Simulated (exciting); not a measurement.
# Zr L₃-edge absorption of ZrBrN, all-electron BSE

Aim: the Zr L₃ absorption edge of ZrBrN with the electron–hole interaction treated explicitly, and what each term of the kernel does.

Program: exciting sodium. Level of theory: X-ray absorption, core-level Bethe-Salpeter equation, exchange and statically screened direct term, Tamm-Dancoff, all-electron LAPW+lo LDA. Results are calculated unless marked as measured.

Report form: the programs' logs are mostly left out.

### 1. Set-up

The structure is trigonal, space group R-3m (No. 166). Conventional cell: a = 3.654 Å, b = 3.654 Å, c = 30.452 Å, α = 90.00°, β = 90.00°, γ = 120.00°. Nearest to Zr lie 4 N at 2.15 to 2.16 Å and 3 Br at 2.89 Å. Nearest to Br lie 3 Zr at 2.89 Å. Nearest to N lie 4 Zr at 2.15 to 2.16 Å. Farther neighbours and most contacts between anions are not listed.

Coordinates:

```cif
data_structure
_symmetry_space_group_name_H-M 'R-3m:H'
_symmetry_Int_Tables_number 166
_cell_length_a 3.6541
_cell_length_b 3.6541
_cell_length_c 30.4524
_cell_angle_alpha 90.000
_cell_angle_beta 90.000
_cell_angle_gamma 120.000
_cell_volume 352.14
loop_
_atom_site_label
_atom_site_type_symbol
_atom_site_symmetry_multiplicity
_atom_site_Wyckoff_symbol
_atom_site_fract_x
_atom_site_fract_y
_atom_site_fract_z
_atom_site_occupancy
Zr1 Zr 6 c 0.00000 0.00000 0.12403 1
Br1 Br 6 c 0.33333 0.66667 0.05904 1
N1 N 6 c 0.00000 0.00000 0.19505 1
```

Differences between curves are given as r.m.s. difference over r.m.s. height.

### 2. The self-consistent potential

The species files are the program's own, with muffin-tin radii set in the input.

Input file input.xml:

```
<input>
  <title>ZrBrN</title>
  <structure speciespath="." autormt="false" epslat="1.0e-5">
    <crystal>
      <basevect>3.4526449059 1.9933854659 19.1822421087</basevect>
      <basevect>-3.4526449059 1.9933854659 19.1822421087</basevect>
      <basevect>0.0000000000 -3.9867709316 19.1822421087</basevect>
    </crystal>
    <species speciesfile="Zr.xml" rmt="2.240">
      <atom coord="0.1240294300 0.1240294300 0.1240294300"/>
      <atom coord="0.8759705700 0.8759705700 0.8759705700"/>
    </species>
    <species speciesfile="Br.xml" rmt="2.300">
      <atom coord="0.3923701400 0.3923701400 0.3923701400"/>
      <atom coord="0.6076298600 0.6076298600 0.6076298600"/>
    </species>
    <species speciesfile="N.xml" rmt="1.708">
      <atom coord="0.1950535500 0.1950535500 0.1950535500"/>
      <atom coord="0.8049464500 0.8049464500 0.8049464500"/>
    </species>
  </structure>
  <groundstate do="fromscratch" xctype="LDA_PW" ngridk="3 3 3" rgkmax="7" gmaxvr="14" nempty="8" swidth="0.001" maxscl="100" epsengy="1e-5"/>
</input>
```

Launch:

```sh
$ OMP_NUM_THREADS=1 mpirun -n 4 exciting
```

Run time: 2.1 min. Hardware: 4 MPI ranks of Intel Xeon at 2.70GHz, shared host.

The mesh shows a gap of 1.48 eV. Core levels (Dirac, from the valence top):

```
atom  level  energy (eV)
  Zr  2s1/2      -2459.1
  Zr  2p1/2      -2252.2
  Zr  2p3/2      -2166.5
  Zr  3s1/2       -397.1
  Zr  3p1/2       -320.1
  Zr  3p3/2       -306.4
  Zr  3d3/2       -170.1
  Zr  3d5/2       -167.6
```

### 3. A richer basis for the empty states

Each species file gets more local orbitals, built from u and its energy derivative at 0.15 Ha and u at 0.9 Ha.

input.xml is that of step 2.

Input file SPECIES.xml, added lines:

```
<lo l="L">  <!-- L = 0, 1, 2 -->
  <wf matchingOrder="0" trialEnergy="0.1500" searchE="false"/>
  <wf matchingOrder="1" trialEnergy="0.1500" searchE="false"/>
  <wf matchingOrder="0" trialEnergy="0.9000" searchE="false"/>
</lo>
```

Launch:

```sh
$ OMP_NUM_THREADS=1 mpirun -n 4 exciting
```

Elapsed: 2 min, on 4 MPI ranks.

Against the first ground state the total energy moves by -9 meV an atom and the gap by 0.00 eV.

### 4. Screening, kernels and BSE for Zr atom 1

The absorber has 4 N at 2.15 Å (4-fold, site symmetry 3m).

Changes to input.xml since step 3:

```diff
@@ -21,3 +21,19 @@
   </structure>
-  <groundstate do="fromscratch" xctype="LDA_PW" ngridk="3 3 3" rgkmax="7" gmaxvr="14" nempty="8" swidth="0.001" maxscl="100" epsengy="1e-5"/>
+  <groundstate do="skip" xctype="LDA_PW" ngridk="3 3 3" rgkmax="7" gmaxvr="14" nempty="8" swidth="0.001" maxscl="100" epsengy="1e-5"/>
+  <xs xstype="BSE" ngridk="2 2 2" ngridq="2 2 2" vkloff="0.097 0.273 0.493" rgkmax="7" nempty="54" gqmax="3" lmaxapwwf="5" lmaxemat="3" broad="0.02903" tevout="true">
+    <energywindow intv="79.232 80.849" points="439"/>
+    <screening screentype="full" nempty="82"/>
+    <BSE xas="true" xasspecies="1" xasatom="1" xasedge="L3" bsetype="singlet" nstlxas="1 50"/>
+    <qpointset>
+      <qpoint>0 0 0</qpoint>
+    </qpointset>
+    <plan>
+      <doonly task="xsgeneigvec"/>
+      <doonly task="writepmatxs"/>
+      <doonly task="scrgeneigvec"/>
+      <doonly task="scrwritepmat"/>
+      <doonly task="screen"/>
+      <doonly task="scrcoulint"/>
+    </plan>
+  </xs>
 </input>
```

Input file input.xml for the exchange start (cutoff and plan only):

```
  gqmax="2"
  <plan>
    <doonly task="exccoulint"/>
  </plan>
```

Input file input.xml for the last start (plan only):

```
  <plan>
    <doonly task="bse"/>
  </plan>
```

Launch:

```sh
$ OMP_NUM_THREADS=1 mpirun -n 4 exciting
$ OMP_NUM_THREADS=1 mpirun -n 4 exciting
$ OMP_NUM_THREADS=4 exciting
```

Wall time 13 min (4 MPI ranks).

Wall time by task: xsgeneigvec 16 s, writepmatxs 10 s, scrgeneigvec 12 s, scrwritepmat 13 s, screen 3.3 min, scrcoulint 3.8 min, exccoulint 4.5 min, bse 6 s.

The Zr L₃ spectrum of Zr atom 1 (energy from the Kohn–Sham onset, core level to the lowest empty state found on the meshes used, 2168.00 eV; the ground-state mesh sets it, and the shifted mesh has its lowest transition 0.32 eV above it; Im ε scaled to the maximum of the singlet run; cut below the end of the band set):

```
E (eV)  isotropic  ε ⊥ c  ε ∥ c
  -8.5       0.02   0.02   0.02
  -8.0       0.03   0.03   0.03
  -7.5       0.03   0.03   0.03
  -7.0       0.04   0.04   0.04
  -6.5       0.05   0.05   0.05
  -6.0       0.06   0.06   0.06
  -5.5       0.07   0.07   0.07
  -5.0       0.09   0.09   0.09
  -4.5       0.12   0.12   0.12
  -4.0       0.17   0.17   0.17
  -3.5       0.27   0.27   0.26
  -3.0       0.45   0.45   0.44
  -2.5       0.77   0.78   0.76
  -2.0       1.00   1.00   1.00
  -1.5       0.98   0.98   0.98
  -1.0       0.99   1.00   0.98
  -0.5       0.98   0.94   1.06
   0.0       0.81   0.75   0.93
   0.5       0.58   0.56   0.61
   1.0       0.43   0.45   0.39
   1.5       0.33   0.37   0.27
   2.0       0.27   0.31   0.21
   2.5       0.21   0.23   0.17
   3.0       0.17   0.18   0.15
   3.5       0.14   0.15   0.13
   4.0       0.12   0.12   0.12
   4.5       0.12   0.11   0.13
   5.0       0.12   0.10   0.14
   5.5       0.12   0.10   0.14
   6.0       0.12   0.11   0.14
   6.5       0.12   0.12   0.13
   7.0       0.13   0.13   0.13
   7.5       0.13   0.13   0.13
   8.0       0.13   0.13   0.13
   8.5       0.13   0.13   0.13
   9.0       0.13   0.13   0.12
   9.5       0.12   0.13   0.10
  10.0       0.11   0.12   0.09
  10.5       0.10   0.11   0.08
  11.0       0.10   0.11   0.08
  11.5       0.10   0.11   0.09
  12.0       0.11   0.11   0.09
  12.5       0.11   0.12   0.10
  13.0       0.12   0.12   0.11
  13.5       0.11   0.12   0.11
  14.0       0.11   0.11   0.12
  14.5       0.11   0.11   0.12
  15.0       0.11   0.11   0.13
  15.5       0.10   0.10   0.12
  16.0       0.09   0.09   0.11
  16.5       0.09   0.09   0.10
  17.0       0.09   0.09   0.10
  17.5       0.09   0.09   0.10
  18.0       0.09   0.09   0.10
  18.5       0.09   0.08   0.10
  19.0       0.08   0.08   0.09
  19.5       0.08   0.08   0.09
  20.0       0.08   0.07   0.09
  20.5       0.08   0.07   0.09
  21.0       0.07   0.06   0.08
  21.5       0.06   0.06   0.07
```

Maxima (height): -2.0 eV (1.00) and -0.8 eV (1.00).

The Hamiltonian has 1600 rows. The lowest groups of eigenvalues and the brightest ones, on the scale above (the program counts from the shifted mesh's onset, 0.32 eV higher). Core spinors bring spin-forbidden partners, so dark means forbidden by spin or by symmetry, and the shifted mesh splits states that symmetry would keep together:

```
energy (eV)  states within 10 meV  relative strength
     -2.212                     4               1.00
     -2.090                     4               0.89
     -1.399                     4               0.61
     -0.887                     4               0.71
     -0.559                     4               0.33
     -0.325                     4               0.67
     -0.179                     4               0.23
```

### 5. Independent particles

Changes to input.xml since step 4:

```diff
@@ -25,3 +25,3 @@
     <screening screentype="full" nempty="82"/>
-    <BSE xas="true" xasspecies="1" xasatom="1" xasedge="L3" bsetype="singlet" nstlxas="1 50"/>
+    <BSE xas="true" xasspecies="1" xasatom="1" xasedge="L3" bsetype="IP" nstlxas="1 50"/>
     <qpointset>
@@ -30,8 +30,3 @@
     <plan>
-      <doonly task="xsgeneigvec"/>
-      <doonly task="writepmatxs"/>
-      <doonly task="scrgeneigvec"/>
-      <doonly task="scrwritepmat"/>
-      <doonly task="screen"/>
-      <doonly task="scrcoulint"/>
+      <doonly task="bse"/>
     </plan>
```

Launch:

```sh
$ OMP_NUM_THREADS=4 exciting
```

Run time: 3 s. Hardware: 4 threads.

Maxima (height): 3.1 eV (0.73) and 14.6 eV (0.17). Against the singlet run the r.m.s. difference is 100 %. Moving the earlier curve by +4.4 eV leaves 27 %. The highest maximum lies at 3.1 eV (0.73), against -0.8 eV (1.00).

### 6. Exchange alone

Changes to input.xml since step 5:

```diff
@@ -25,3 +25,3 @@
     <screening screentype="full" nempty="82"/>
-    <BSE xas="true" xasspecies="1" xasatom="1" xasedge="L3" bsetype="IP" nstlxas="1 50"/>
+    <BSE xas="true" xasspecies="1" xasatom="1" xasedge="L3" bsetype="RPA" nstlxas="1 50"/>
     <qpointset>
```

Launch:

```sh
$ OMP_NUM_THREADS=4 exciting
```

It took 7.5 s on 4 threads.

Maxima (height): 3.1 eV (0.73) and 14.6 eV (0.17). The spectrum is that of the independent-particle run within 1 %.

### 7. Another input

In this try the input is made faulty on purpose, to show what that does.

Changes to input.xml since step 6:

```diff
@@ -24,4 +24,4 @@
     <energywindow intv="79.232 80.849" points="439"/>
-    <screening screentype="full" nempty="82"/>
-    <BSE xas="true" xasspecies="1" xasatom="1" xasedge="L3" bsetype="RPA" nstlxas="1 50"/>
+    <screening screentype="full" nempty="8"/>
+    <BSE xas="true" xasspecies="1" xasatom="1" xasedge="L3" bsetype="singlet" nstlxas="1 50"/>
     <qpointset>
@@ -30,3 +30,6 @@
     <plan>
-      <doonly task="bse"/>
+      <doonly task="scrgeneigvec"/>
+      <doonly task="scrwritepmat"/>
+      <doonly task="screen"/>
+      <doonly task="scrcoulint"/>
     </plan>
```

Input file input.xml for the last start (plan only):

```
  <plan>
    <doonly task="bse"/>
  </plan>
```

Launch:

```sh
$ OMP_NUM_THREADS=1 mpirun -n 4 exciting
$ OMP_NUM_THREADS=4 exciting
```

Run time: 4.2 min. Hardware: 4 MPI ranks.

The input has a fault: far too few empty states in the screening. The spectrum differs from the singlet run by 68 % r.m.s. Moving the earlier curve by -1.6 eV leaves 10 %. The highest maximum lies at -2.4 eV (1.13), against -0.8 eV (1.00). The first bright state moves from -2.21 to -3.70 eV. Too few states underscreen, so the attraction is too strong.

```
E (eV)  first run  this run
  -9.0       0.02      0.03
  -8.0       0.03      0.05
  -7.0       0.04      0.08
  -6.0       0.06      0.14
  -5.0       0.09      0.30
  -4.0       0.17      0.90
  -3.0       0.45      1.06
  -2.0       1.00      1.07
  -1.0       0.99      0.53
   0.0       0.81      0.28
   1.0       0.43      0.19
   2.0       0.27      0.13
   3.0       0.17      0.10
   4.0       0.12      0.09
   5.0       0.12      0.09
   6.0       0.12      0.10
   7.0       0.13      0.11
   8.0       0.13      0.11
   9.0       0.13      0.10
  10.0       0.11      0.09
  11.0       0.10      0.09
  12.0       0.11      0.09
  13.0       0.12      0.10
  14.0       0.11      0.10
  15.0       0.11      0.09
  16.0       0.09      0.08
  17.0       0.09      0.08
  18.0       0.09      0.08
  19.0       0.08      0.07
  20.0       0.08      0.06
  21.0       0.07      0.06
```

### 8. The levels of theory side by side

```
  level  curve passes 0.15 (eV)  highest maximum (eV)  its height
     IP                    -0.1                   3.1        0.73
    RPA                    -0.1                   3.1        0.73
singlet                    -4.2                  -0.8        1.00
```

```
E (eV)    IP   RPA  singlet
  -8.0  0.01  0.01     0.03
  -7.0  0.01  0.01     0.04
  -6.0  0.01  0.01     0.06
  -5.0  0.02  0.02     0.09
  -4.0  0.02  0.02     0.17
  -3.0  0.03  0.03     0.45
  -2.0  0.05  0.05     1.00
  -1.0  0.08  0.08     0.99
   0.0  0.17  0.17     0.81
   1.0  0.38  0.38     0.43
   2.0  0.60  0.60     0.27
   3.0  0.73  0.73     0.17
   4.0  0.69  0.69     0.12
   5.0  0.51  0.51     0.12
   6.0  0.31  0.31     0.12
   7.0  0.21  0.21     0.13
   8.0  0.21  0.21     0.13
   9.0  0.20  0.20     0.13
  10.0  0.19  0.19     0.11
  11.0  0.19  0.19     0.10
  12.0  0.16  0.16     0.11
  13.0  0.15  0.15     0.12
  14.0  0.16  0.16     0.11
  15.0  0.17  0.17     0.11
  16.0  0.16  0.16     0.09
  17.0  0.15  0.15     0.09
  18.0  0.15  0.15     0.09
  19.0  0.14  0.14     0.08
  20.0  0.14  0.14     0.08
  21.0  0.13  0.13     0.07
```

### 9. Summary of results

```
absorber and edge   : Zr L₃, atom 1
surroundings        : 4 N at 2.15 Å (4-fold, site symmetry 3m)
first bright state  : -2.21 eV from the Kohn–Sham onset, on this mesh
highest maximum     : -0.8 eV
cost of the BSE run : 13 min on 4 MPI ranks of Intel Xeon at 2.70GHz, shared host; the last task ran on as many threads
```

In words: Is a core exciton bound? Yes on this mesh: the first bright state (over 5 % of the brightest) lies at -2.21 eV from the Kohn–Sham onset and at -2.53 eV from the lowest bare transition of its own mesh. Exchange alone changes the independent-particle spectrum by 0.1 % r.m.s. With 8 k points the binding energies are rough, and fine structure above the first lines is partly noise of the mesh. The kernel cutoff is low for a compact core orbital, so the effect of exchange is a lower bound. The zero comes from the unshifted 3×3×3 ground-state mesh; it is exact only where the band minimum lies on that mesh. The conduction states carry no spin here, so the exchange coupling to the spinor core hole is only partly held. This core level is treated alone, with no coupling to its spin–orbit partner. The Kohn–Sham onset, 2168 eV, is no photon energy (tabulated edge of the element: 2223 eV): the scale needs a rigid shift. No quasiparticle correction widens the gap or stretches the bands. Vibrations and energy-dependent lifetimes are left out. The structure is a Materials Project entry, computed there, and may be a hypothetical form.

[Logs are printed without paths, hosts, clocks, repeated set-up lines and the standing remarks that a program may print on its own settings, such as how far it seeks lower states.]

[Hosts, paths, dates, database ids (printed as entryN), source tags and the programs' standing remarks are cut or masked in the printed files.]
